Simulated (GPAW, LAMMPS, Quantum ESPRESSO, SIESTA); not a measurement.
# Quantum ESPRESSO on amorphous film on crystalline C with 5 % Si on C sites, (100) (216 atoms): settings compared

How far do other settings of Quantum ESPRESSO move the forces in amorphous film on crystalline C with 5 % Si on C sites, (100) (216 atoms)? One run of the same program serves as the yardstick.

Calculated with Quantum ESPRESSO 7.5; the method is named at each step.

## Step 1: The structure

The cell holds 216 atoms: 205 C and 11 Si. Its edges and angles: a = 10.698 Å, b = 10.698 Å, c = 22.983 Å, α = 90.0°, β = 90.0°, γ = 90.0°. It derives from C (diamond C). A 3 x 3 x 3 block of diamond C (a = 3.566 Å), 5 % of C replaced at random by Si with its (100) planes normal to z; the lower 33 % held fixed, the rest melted at 8000 K for 10 ps and cooled to 500 K at 100 K/ps with the Tersoff potential (Tersoff, Phys. Rev. B 39, 5566 (1989)); then all atoms free for 10 ps at 500 K, under 12 Å of vacuum. Minimised at fixed cell. Regions: crystal, 72 atoms (69 C and 3 Si); amorphous, 144 atoms (136 C and 8 Si). Vacuum lies along c.

The yardstick, on the same geometry:

| Item | Value |
| --- | --- |
| method | Kohn-Sham DFT, PBE, SSSP efficiency 1.3.0 pseudopotentials, plane waves (Quantum ESPRESSO 7.5); sssp-pbe-1.3.0-efficiency, cutoffs 45/360 Ry, Γ point |
| r.m.s. force component | 1.116 eV/Å |
| longest force | 5.723 eV/Å |
| time | 14 min on 4 MPI ranks of Arm Neoverse V2, shared host |
| CPU time | 56 min |

## Step 2: PBE, sssp-1.3.0-efficiency, 45/360 Ry, rmm-davidson

Method: Kohn-Sham DFT, PBE, SSSP efficiency 1.3.0 pseudopotentials, plane waves.

pw.in reads:

```
&control
  calculation = 'scf'
  pseudo_dir = './pseudo'
  outdir = './tmp'
  disk_io = 'none'
  tprnfor = .true.
/
&system
  ibrav = 0
  nat = 216
  ntyp = 2
  ecutwfc = 45
  ecutrho = 360
  nosym = .true.
  occupations = 'smearing'
  smearing = 'fd'
  degauss = 0.003675
/
&electrons
  conv_thr = 1.1e-06
  electron_maxstep = 100
  mixing_beta = 0.2
  mixing_mode = 'local-TF'
  diagonalization = 'rmm-davidson'
/
ATOMIC_SPECIES
C 12.011 C.upf
Si 28.085 Si.upf
CELL_PARAMETERS angstrom
10.69800 0.00000 0.00000
0.00000 10.69800 0.00000
0.00000 0.00000 22.98329
ATOMIC_POSITIONS crystal
C 0.99416 0.14189 0.11566
C 0.07444 0.22097 0.14851
C 0.99069 0.30062 0.18760
C 0.07462 0.38613 0.22523
C 0.15389 0.13647 0.18734
C 0.23661 0.22163 0.22551
C 0.15559 0.30304 0.11556
C 0.23742 0.38582 0.14770
C 0.99088 0.46587 0.11386
C 0.07280 0.55087 0.14645
C 0.98968 0.63409 0.18524
C 0.07025 0.71992 0.22260
C 0.15554 0.46890 0.18713
C 0.23517 0.55262 0.22772
C 0.15532 0.63445 0.11368
C 0.23764 0.71853 0.14636
C 0.98527 0.79940 0.11588
C 0.06843 0.88420 0.14638
C 0.98791 0.97019 0.18629
C 0.07084 0.05137 0.22618
C 0.15504 0.80347 0.18523
C 0.23860 0.88614 0.22516
Si 0.15276 0.97152 0.09239
C 0.23912 0.05567 0.14702
C 0.32211 0.14014 0.11639
C 0.40261 0.22081 0.14874
C 0.31980 0.30418 0.18718
C 0.40356 0.38774 0.22446
C 0.48630 0.13817 0.18632
C 0.57315 0.22009 0.22438
C 0.48333 0.29908 0.11527
C 0.56876 0.38197 0.14524
C 0.31789 0.46719 0.11441
C 0.39963 0.54892 0.14699
C 0.31877 0.63380 0.18689
C 0.40343 0.71582 0.22452
C 0.48654 0.46808 0.18462
C 0.57028 0.54964 0.22234
C 0.47856 0.62945 0.11375
C 0.56345 0.71180 0.14382
C 0.32130 0.80130 0.11356
C 0.40371 0.88530 0.14633
C 0.32026 0.96860 0.18567
C 0.40264 0.05344 0.22382
C 0.48653 0.79978 0.18526
C 0.57014 0.88261 0.22494
C 0.48677 0.97017 0.11438
C 0.56824 0.05494 0.14740
C 0.65485 0.13443 0.11451
C 0.73991 0.21656 0.14673
C 0.65658 0.30109 0.18484
C 0.73925 0.38276 0.22355
C 0.82326 0.13375 0.18730
C 0.90594 0.21610 0.22724
C 0.82482 0.29795 0.11385
C 0.90691 0.38274 0.14641
[... 156 atom lines left out ...]
C 0.14491 0.62231 0.61527
C 0.45716 0.71259 0.59177
C 0.85740 0.88828 0.47320
C 0.35648 0.43784 0.61288
K_POINTS gamma
```

The run is started by

```bash
$ OMP_NUM_THREADS=1 mpirun -np 4 pw.x -in pw.in > output.txt
```

Log:

```text
Program PWSCF
     gamma-point specific algorithms are used
     one sub-group per band group will be used
     scalapack distributed-memory algorithm (size of sub-group:  2*  2 procs)
     Parallelization info
     sticks:   dense  smooth     PW     G-vecs:    dense   smooth      PW
     Min        2927    1462    365               511828   180894   22642
     Max        2930    1464    368               511838   180907   22652
     Sum       11713    5853   1465              2047327   723605   90589
     bravais-lattice index     =            0
     lattice parameter (alat)  =      20.2163  a.u.
     unit-cell volume          =   17750.6387 (a.u.)^3
     number of atoms/cell      =          216
     number of atomic types    =            2
     number of electrons       =       864.00
     number of Kohn-Sham states=          518
     kinetic-energy cutoff     =      45.0000  Ry
     charge density cutoff     =     360.0000  Ry
     scf convergence threshold =      1.1E-06
     mixing beta               =       0.2000
     number of iterations used =            8  local-TF  mixing
     Exchange-correlation= PBE
                           (   1   4   3   4   0   0   0)
     crystal axes: (cart. coord. in units of alat)
               a(1) = (   1.000000   0.000000   0.000000 )
               a(2) = (   0.000000   1.000000   0.000000 )
               a(3) = (   0.000000   0.000000   2.148373 )
     reciprocal axes: (cart. coord. in units 2 pi/alat)
               b(1) = (  1.000000  0.000000  0.000000 )
               b(2) = (  0.000000  1.000000  0.000000 )
               b(3) = (  0.000000  0.000000  0.465469 )
     PseudoPot. # 1 for C :
     Pseudo is Projector augmented-wave + core cor, Zval =  4.0
     PseudoPot. # 2 for Si:
     Pseudo is Ultrasoft + core correction, Zval =  4.0
     atomic species   valence    mass     pseudopotential
     C                 4.00    12.01100     C ( 1.00)
     Si                4.00    28.08500     Si( 1.00)
     No symmetry found
   Cartesian axes
     number of k points=     1  Fermi-Dirac smearing, width (Ry)=  0.0037
                       cart. coord. in units 2pi/alat
        k(    1) = (   0.0000000   0.0000000   0.0000000), wk =   2.0000000
     Dense  grid:  1023664 G-vectors     FFT dimensions: ( 125, 125, 270)
     Smooth grid:   361803 G-vectors     FFT dimensions: (  90,  90, 192)
     Check: negative core charge=   -0.000008
     Initial potential from superposition of free atoms
     starting charge     863.9853, renormalised to     864.0000
     negative rho (up, down):  1.340E-03 0.000E+00
     Starting wfcs are  864 randomized atomic wfcs
     Self-consistent Calculation
     iteration #  1     ecut=    45.00 Ry     beta= 0.20
     negative rho (up, down):  1.557E-05 0.000E+00
     total energy              =   -3895.61416272 Ry
     estimated scf accuracy    <      22.88899617 Ry
     iteration #  2     ecut=    45.00 Ry     beta= 0.20
     total energy              =   -3891.24500862 Ry
     estimated scf accuracy    <      15.24929630 Ry
     iteration #  3     ecut=    45.00 Ry     beta= 0.20
     RMM-DIIS diagonalization
     total energy              =   -3891.56568358 Ry
     estimated scf accuracy    <       3.30898418 Ry
     iteration #  4     ecut=    45.00 Ry     beta= 0.20
     RMM-DIIS diagonalization
     total energy              =   -3891.49259747 Ry
     estimated scf accuracy    <       1.42206819 Ry
     iteration #  5     ecut=    45.00 Ry     beta= 0.20
     total energy              =   -3891.61005834 Ry
     estimated scf accuracy    <       0.71471212 Ry
     iteration #  6     ecut=    45.00 Ry     beta= 0.20
     RMM-DIIS diagonalization
     total energy              =   -3891.58294369 Ry
     estimated scf accuracy    <       0.40858876 Ry
[...]
RMM-DIIS diagonalization
[...]
RMM-DIIS diagonalization
[...]
RMM-DIIS diagonalization
[...]
negative rho (up, down):  1.547E-05 0.000E+00
[...]
negative rho (up, down):  5.317E-05 0.000E+00
[...]
c_bands:  1 eigenvalues not converged
     negative rho (up, down):  3.634E-07 0.000E+00
[...]
negative rho (up, down):  1.745E-03 0.000E+00
[...]
RMM-DIIS diagonalization
[...]
total energy              =   -3891.57330231 Ry
[...]
iteration # 23     ecut=    45.00 Ry     beta= 0.20
     RMM-DIIS diagonalization
[...]
total energy              =   -3891.57330264 Ry
     estimated scf accuracy    <       0.00000356 Ry
     iteration # 24     ecut=    45.00 Ry     beta= 0.20
     RMM-DIIS diagonalization
     negative rho (up, down):  2.926E-03 0.000E+00
     total energy              =   -3891.57330329 Ry
     estimated scf accuracy    <       0.00000113 Ry
     iteration # 25     ecut=    45.00 Ry     beta= 0.20
     negative rho (up, down):  2.871E-03 0.000E+00
     End of self-consistent calculation
          k = 0.0000 0.0000 0.0000 ( 45295 PWs)   bands (ev):
   -17.6003 -16.7431 -16.6148 -16.4998 -16.4428 -16.3613 -15.8664 -15.7921
   -15.6501 -15.5616 -15.4873 -15.3072 -15.2896 -15.1113 -14.9113 -14.8043
   -14.6799 -14.6493 -14.5685 -14.3100 -14.2523 -14.1141 -14.0374 -14.0079
   -13.9320 -13.7779 -13.7605 -13.7026 -13.6494 -13.6217 -13.5690 -13.4562
   -13.3957 -13.3403 -13.2392 -13.2106 -13.1117 -13.0044 -12.9622 -12.9124
   -12.8785 -12.7945 -12.7661 -12.7222 -12.6978 -12.6619 -12.6295 -12.5771
[...]
6.8635   6.9810   7.1511   7.1935   7.3692   7.3968   7.4529   7.4615
     7.5143   7.8264   7.8542   7.9536   7.9976   8.0691   8.0731   8.2043
     8.2331   8.3041   8.3383   8.3543   8.5044   8.5359   8.7012   8.7551
     8.8794   8.9011   9.0456   9.1132   9.2135   9.2366
     the Fermi energy is     3.8612 ev
!    total energy              =   -3891.57330294 Ry
     estimated scf accuracy    <       0.00000076 Ry
     smearing contrib. (-TS)   =      -0.02780272 Ry
     internal energy E=F+TS    =   -3891.54550022 Ry
     The total energy is F=E-TS. E is the sum of the following terms:
     one-electron contribution =  -31227.32511237 Ry
     hartree contribution      =   15971.07385580 Ry
     xc contribution           =   -1013.58760104 Ry
     ewald contribution        =   13642.38745701 Ry
     one-center paw contrib.   =   -1264.09409962 Ry
     convergence has been achieved in  25 iterations
     negative rho (up, down):  2.871E-03 0.000E+00
     Forces acting on atoms (cartesian axes, Ry/au):
     atom    1 type  1   force =    -0.02500116   -0.00755638   -0.09721610
     atom    2 type  1   force =     0.02128320    0.01230971    0.01346825
     atom    3 type  1   force =    -0.02019699   -0.00450364    0.02887820
     atom    4 type  1   force =    -0.01201362    0.00770499   -0.01085978
     atom    5 type  1   force =     0.00734699   -0.00535288    0.03345157
     atom    6 type  1   force =     0.01749299   -0.01693162   -0.04368075
[...]
atom  214 type  1   force =     0.03136200    0.07482231    0.03327032
     atom  215 type  1   force =     0.04820357    0.01180084    0.00625589
     atom  216 type  1   force =     0.03935282    0.00561998    0.02739032
     Total force =     1.105179     Total SCF correction =     0.001922
     Message from routine punch:
     Nothing written, as per user request (disk_io='none')
```

Elapsed: 15 min, on 4 MPI ranks of Arm Neoverse V2, shared host; peak memory 12 GiB.

Banners, paths, timers and routine set-up lines are dropped from the logs unmarked, and long logs keep their key lines alone; longer cuts are marked.

Against the reference:

| Property | Result |
| --- | --- |
| r.m.s. force component | 1.116 eV/Å |
| r.m.s. difference of force components | 0.134 meV/Å |
| longest difference of force vectors | 0.64 meV/Å |
| force difference over r.m.s. force | 0.012 % |
| slope of forces against the reference's | 1 |
| correlation of force components | 1 |
| energy less the same-level run's | 0 meV/atom |
| r.m.s. force difference from the same-level run | 0.134 meV/Å |

Length of the force difference by element (eV/Å):

```
element  atoms    mean    most
      C    205  2.0e-4  6.0e-4
     Si     11  3.0e-4  6.0e-4
```

The surroundings of C94, which bears the longest force, nearest first, numbered as they follow in the input and with coordinates relative to it.

```
atom      x      y      z  distance (Å)  bonds     Fx     Fy  Fz (eV/Å)
 C94   0.00   0.00   0.00          0.00      3   3.37   3.29       3.25
C156  -0.34  -0.18  -1.31          1.37      3  -1.35  -1.56      -0.64
C120  -0.68  -0.70   1.01          1.40      3   0.82  -1.46       1.05
C183   1.00   0.95   0.25          1.40      3  -0.46  -1.10      -2.18
C195   0.51  -0.92  -2.15          2.39      3   1.52  -0.50      -0.02
C190  -1.27   0.74  -1.93          2.43      4   0.46   0.29      -0.58
C146   1.55   1.59  -0.98          2.43      3  -0.21  -0.60      -1.08
C206   0.05  -1.62   1.85          2.46      3   1.17   1.08       0.80
 C76   1.42   1.16   1.66          2.47      4  -0.95   2.73       1.08
C210  -2.12  -0.44   1.23          2.49      4  -0.92  -0.62      -1.33
```

Forces lie 0.012 % from the reference's, at 1.1 times its CPU time.

Within one program, basis, potentials and functional, energies share a zero. Each run against its twin at the usual cutoff or grid and solver:

```
                                                   run                              twin  Δ energy (meV/atom)  Δ force, r.m.s. (meV/Å)  CPU time over the twin's
QE PBE, sssp-1.3.0-efficiency, 45/360 Ry, rmm-davidson  sssp-1.3.0-efficiency, 45/360 Ry                    0                    0.134                       1.1
```

## Step 3: Outcome

```
force difference from the reference : QE PBE, sssp-1.3.0-efficiency, 45/360 Ry, rmm-davidson, 0.012 %
its CPU time                        : 59 min
```

**Reading.** With the reference's own potentials and cutoffs, another solver or threshold moves forces by 0.012 % (QE PBE, sssp-1.3.0-efficiency, 45/360 Ry, rmm-davidson). The network of bonds at the start is that of the classical potential that made the cell, and needn't be the one that DFT or experiment would give. The runs have no spin polarisation, so any moments at edges, vacancies or dangling bonds can't form. The electronic-structure runs sample only Γ, in a cell whose shortest periodic width is 11 Å, which is coarse for a cell with partly filled levels.

[Also dropped from logs without a mark: logging warnings of Python, and SIESTA's first energy breakdown and zero terms.]

[Logs are printed without paths, hosts, clocks, repeated set-up lines and the standing remarks that a program may print on its own settings, such as how far it seeks lower states.]

[Hosts, paths, dates, database ids (printed as entryN), source tags and the programs' standing remarks are cut or masked in the printed files.]
